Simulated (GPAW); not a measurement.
# Screening of a field by OH/Cu(110), part 3 of 3

Wanted: the out-of-plane polarisability of OH/Cu(110).

GPAW 26.7.0; GPAW, PAW setups; slab in vacuum, relaxation (the session's first sound run).

So far. Step 8 (In a field): The dipole is now 0.110 e Å, against 0.064 in the run without a field. Step 9 (Field on): The dipole is now 0.157 e Å, against 0.064 in the run without a field.

### Step 10. Field on (continued)

The electrostatic potential energy of an electron (without an applied field's), less the Fermi level, planar mean oscillates, so the rows of the table below give means over windows of 0.5 Å about each position, cut where the curve ends. Its maxima inside the range that stand out by 2 % of the span (Å: eV): 1.70: 6.09, 8.59: -4.10, 9.91: -4.67, 11.14: -5.24, 12.46: -4.43, 14.06: 0.482, 15.20: 1.76. Its minima: 8.02: -9.35, 9.25: -10.3, 10.57: -10.8, 11.80: -10.9, 13.12: -11.0, 14.63: -6.11, 15.58: 0.469.

Electrostatic potential energy of an electron (without an applied field's), less the Fermi level, planar mean against z; means over each step:

```
z (Å)  electrostatic potential energy of an electron (without an applied field's), less the Fermi level, planar mean (eV)
  0.0                                                                                                                4.82
  0.5                                                                                                                5.97
  1.0                                                                                                                6.09
  1.5                                                                                                                6.09
  2.0                                                                                                                6.09
  2.5                                                                                                                6.09
  3.0                                                                                                                6.09
  3.5                                                                                                                6.09
  4.0                                                                                                                6.09
  4.5                                                                                                                6.08
  5.0                                                                                                                6.06
  5.5                                                                                                                6.01
  6.0                                                                                                                5.86
  6.5                                                                                                                5.36
  7.0                                                                                                                3.71
  7.5                                                                                                               -1.76
  8.0                                                                                                               -8.40
  8.5                                                                                                               -5.15
  9.0                                                                                                               -7.58
  9.5                                                                                                               -8.38
 10.0                                                                                                               -5.61
 10.5                                                                                                               -9.89
 11.0                                                                                                               -6.66
 11.5                                                                                                               -8.01
 12.0                                                                                                               -9.11
 12.5                                                                                                               -5.11
 13.0                                                                                                               -9.50
 13.5                                                                                                               -6.47
 14.0                                                                                                              -0.265
 14.5                                                                                                               -4.30
 15.0                                                                                                              -0.324
 15.5                                                                                                               0.958
 16.0                                                                                                                1.43
 16.5                                                                                                                1.96
 17.0                                                                                                                2.06
 17.5                                                                                                                2.09
 18.0                                                                                                                2.09
 18.5                                                                                                                2.10
 19.0                                                                                                                2.10
 19.5                                                                                                                2.10
 20.0                                                                                                                2.10
 20.5                                                                                                                2.10
 21.0                                                                                                                2.10
 21.5                                                                                                                2.10
 22.0                                                                                                                2.10
 22.5                                                                                                                2.10
 23.0                                                                                                                2.13
 23.5                                                                                                                2.88
```

The dipole is now 0.203 e Å, against 0.064 in the run without a field.

### Step 11. The series

The members are put on one axis.

This step: induced dipole against applied field (GPAW 26.7.0).

The dipole along the normal by field:

```
field (V/Å)  dipole along the normal (e·Å)
     -0.200                        -0.0292
     -0.100                         0.0173
     -0.050                         0.0407
      0.000                         0.0638
      0.050                         0.0871
      0.100                          0.110
      0.200                          0.157
      0.300                          0.203
```

### Step 12. Results

| Property | Result |
| --- | --- |
| work function, upper and lower face | 3.240 and 4.494 eV |
| dipole along the normal | 0.0638 e Å |
| induced dipole per field | 0.465 e Å per V/Å |
| out-of-plane polarisability per area, α/(ε0 A) | 9.13 Å |

**Reading.** The field induces 0.465 e Å per V/Å, a polarisable thickness α/(ε0 A) of 9.13 Å beside 7.57 Å between the outermost nuclei. A perfect conductor would give the distance between its two image planes; a dielectric of thickness t gives t(1 - 1/ε). The two faces differ by 1.3 eV, the step that the slab's dipole makes (e p/(ε0 A) gives 1.3 eV), so the dipole layer is needed. The induced dipole is linear in the field over this range. The cell of 9.22 Å² holds one OH, started on one chosen site; other sites and coverages weren't tried. The in-plane lattice was kept as typed, which isn't the functional's own and leaves some strain; spin-orbit coupling and temperature are left out.

[Logs are printed without paths, hosts, clocks, repeated set-up lines and the standing remarks that a program may print on its own settings, such as how far it seeks lower states.]

[Hosts, paths, dates, database ids (printed as entryN), source tags and the programs' standing remarks are cut or masked in the printed files.]
